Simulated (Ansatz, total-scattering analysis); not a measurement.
# Total scattering from CaP2O6 at 1500 K

The model: ab initio molecular dynamics with Ansatz (PBE, plane waves, PAW set soft_1, Langevin thermostat, no spin, fixed volume). The average runs over 0.57 ps of 72 atoms, so shells between rare elements are rough. Mean temperature 1426 K, largest m.s.d. 1.00 Å², energy drift -2 meV an atom (last third less first, no steady trend), Langevin friction 10 ps⁻¹; the first quarter of the run is discarded. Preparation: last frame of a classical run of this cell, a melt, rescaled to the set density, then 0.3 ps at 1650 K with a cheaper basis and a friction of 10 ps⁻¹ (mean temperature of the first stage 1745 K), too short to forget the start in full. So short a stretch relaxes bonds and nearest shells but still remembers its start. The density is set to 2.304 g/cm³. Composition: Ca 11.1, P 22.2, O 66.7 atom %. Production: 126 frames 0.0045 ps apart at 1500 K, fixed volume (mean pressure 0.7 GPa).

S(Q) is the Faber–Ziman total, Σ ci cj fi fj (Sij − 1)/⟨f⟩² + 1. Below 4 Å⁻¹ the partials are summed on the cell's own reciprocal vectors (from 0.60 Å⁻¹) and folded with a Gaussian of σ = 0.13 Å⁻¹; above it they are transforms of g(r) out to 7.1 Å, tapered over the last 40 %. The fold lowers sharp peaks, and with so few vectors their positions are good to about 0.1 Å⁻¹. X-rays take neutral-atom form factors, neutrons coherent lengths (Ca 4.7, P 5.13, O 5.8037 fm). G(r) = 4πrρ₀[g(r) − 1] carries the resolution of a Lorch-windowed transform up to 20 Å⁻¹. The patterns are simulated, not measured. The cell is small: beyond half the box only the part of each shell inside it is counted, and low-Q values rest on few vectors.

Q: What peaks of S(Q) and neighbour shells come out?

Density 2.304 g/cm³, ρ₀ = 0.0631 Å⁻³. Mean square displacements over the run: Ca 0.61, P 0.52, O 1.00 Å² (damped by the Langevin friction of 10 ps⁻¹); the sample is a melt by its history, in a run too short to show flow.

Maxima of S(Q), Q in Å⁻¹ (height): X-ray: 1.69 (1.31), 5.47 (1.21), 8.82 (1.09); neutron: 1.69 (1.10), 2.84 (0.94), 5.45 (1.31), 8.21 (1.08), 12.83 (1.05).

| Q (Å⁻¹) | X-ray | neutron |
| --- | --- | --- |
| 0.80 | 0.26 | 0.46 |
| 1.05 | 0.34 | 0.56 |
| 1.30 | 0.56 | 0.62 |
| 1.55 | 1.07 | 0.92 |
| 1.80 | 1.22 | 1.01 |
| 2.05 | 1.02 | 0.84 |
| 2.30 | 0.92 | 0.72 |
| 2.55 | 0.64 | 0.75 |
| 2.80 | 0.73 | 0.94 |
| 3.05 | 0.77 | 0.92 |
| 3.30 | 0.83 | 0.93 |
| 3.55 | 0.93 | 0.93 |
| 3.80 | 0.94 | 0.88 |
| 4.05 | 1.01 | 0.89 |
| 4.30 | 1.05 | 0.93 |
| 4.55 | 1.07 | 0.99 |
| 4.80 | 1.08 | 1.07 |
| 5.05 | 1.13 | 1.19 |
| 5.30 | 1.19 | 1.29 |
| 5.55 | 1.20 | 1.29 |
| 5.80 | 1.13 | 1.19 |
| 6.05 | 1.01 | 1.02 |
| 6.30 | 0.92 | 0.88 |
| 6.55 | 0.88 | 0.81 |
| 6.80 | 0.88 | 0.80 |
| 7.05 | 0.88 | 0.81 |
| 7.30 | 0.88 | 0.87 |
| 7.55 | 0.90 | 0.95 |
| 7.80 | 0.94 | 1.03 |
| 8.05 | 1.01 | 1.07 |
| 8.30 | 1.06 | 1.08 |
| 8.55 | 1.08 | 1.07 |
| 8.80 | 1.09 | 1.05 |
| 9.05 | 1.09 | 1.04 |
| 9.30 | 1.07 | 1.04 |
| 9.55 | 1.04 | 1.03 |
| 9.80 | 1.01 | 1.02 |
| 10.05 | 0.99 | 1.01 |
| 10.30 | 0.97 | 1.00 |
| 10.55 | 0.97 | 0.99 |
| 10.80 | 0.96 | 0.97 |
| 11.05 | 0.96 | 0.95 |
| 11.30 | 0.96 | 0.94 |
| 11.55 | 0.96 | 0.94 |
| 11.80 | 0.97 | 0.95 |

Maxima of G(r), r in Å (Å⁻²): X-ray: 1.55 (1.87), 2.49 (-0.09), 3.70 (0.54), 4.67 (0.42); neutron: 1.55 (1.88), 2.56 (1.27), 4.78 (0.37), 5.83 (0.01).

| pair | first peak (Å) | g there | first minimum (Å) | g there | neighbours | X-ray weight (f = Z) | neutron weight |
| --- | --- | --- | --- | --- | --- | --- | --- |
| P–O | 1.51 | 14.1 | 2.16 | 0.01 | 3.9 O per P, 1.3 P per O | 0.30 | 0.29 |
| Ca–O | 2.22 | 3.0 | 3.12 | 0.47 | 5.7 O per Ca, 0.9 Ca per O | 0.20 | 0.13 |
| O–O | 2.56 | 3.3 | 3.06 | 0.74 | 5.0 | 0.24 | 0.49 |
| P–P | 3.04 | 3.3 | 3.50 | 0.20 | 1.9 | 0.09 | 0.04 |
| Ca–P | 3.59 | 3.2 | 4.32 | 0.51 | 5.5 P per Ca, 2.8 Ca per P | 0.12 | 0.04 |
| Ca–Ca | 4.04 | 2.2 | 5.26 | 1.07 | 3.4 | 0.04 | 0.01 |

Bonded neighbours (only these pairs count: cutoffs Ca–O 3.12 Å, P–O 2.16 Å): Ca: 4 5.0 %, 5 42 %, 6 37 %, 7 16 %; P: 3 6.7 %, 4 93 %; O: 1 3.2 %, 2 70 %, 3 26 %, 4 1.0 %. For Ca–O g doesn't fall to zero at the cutoff, so those shares hang on where it is put. Bridging oxygens per network former of four or fewer bonds: P: Q0 5.0 %, Q1 15 %, Q2 68 %, Q3 12 %. Oxygen by network formers bound (Si, B, P, Ge and Al count): one 69 %, two 31 %. O–P–O peak at 106°, P–O–P peak at 134° and O–Ca–O peak at 88°. These counts come from 15 frames.

Anions around each cation, with the position of the first peak: Ca 5.7 (Ca–O 2.22 Å, to 3.12 Å, a soft count) and P 3.9 (P–O 1.51 Å, to 2.16 Å). The weights that differ most between the probes (X-ray, neutron): O–O 0.24 and 0.49, Ca–P 0.12 and 0.04 and Ca–O 0.20 and 0.13.

The first neutron maximum, at 1.69 Å⁻¹, has Q r₁ = 2.6 with the shortest distance r₁, far below the 7.7 of dense packing: it marks order on a period of 2π/Q = 3.7 Å, beyond the first neighbours.
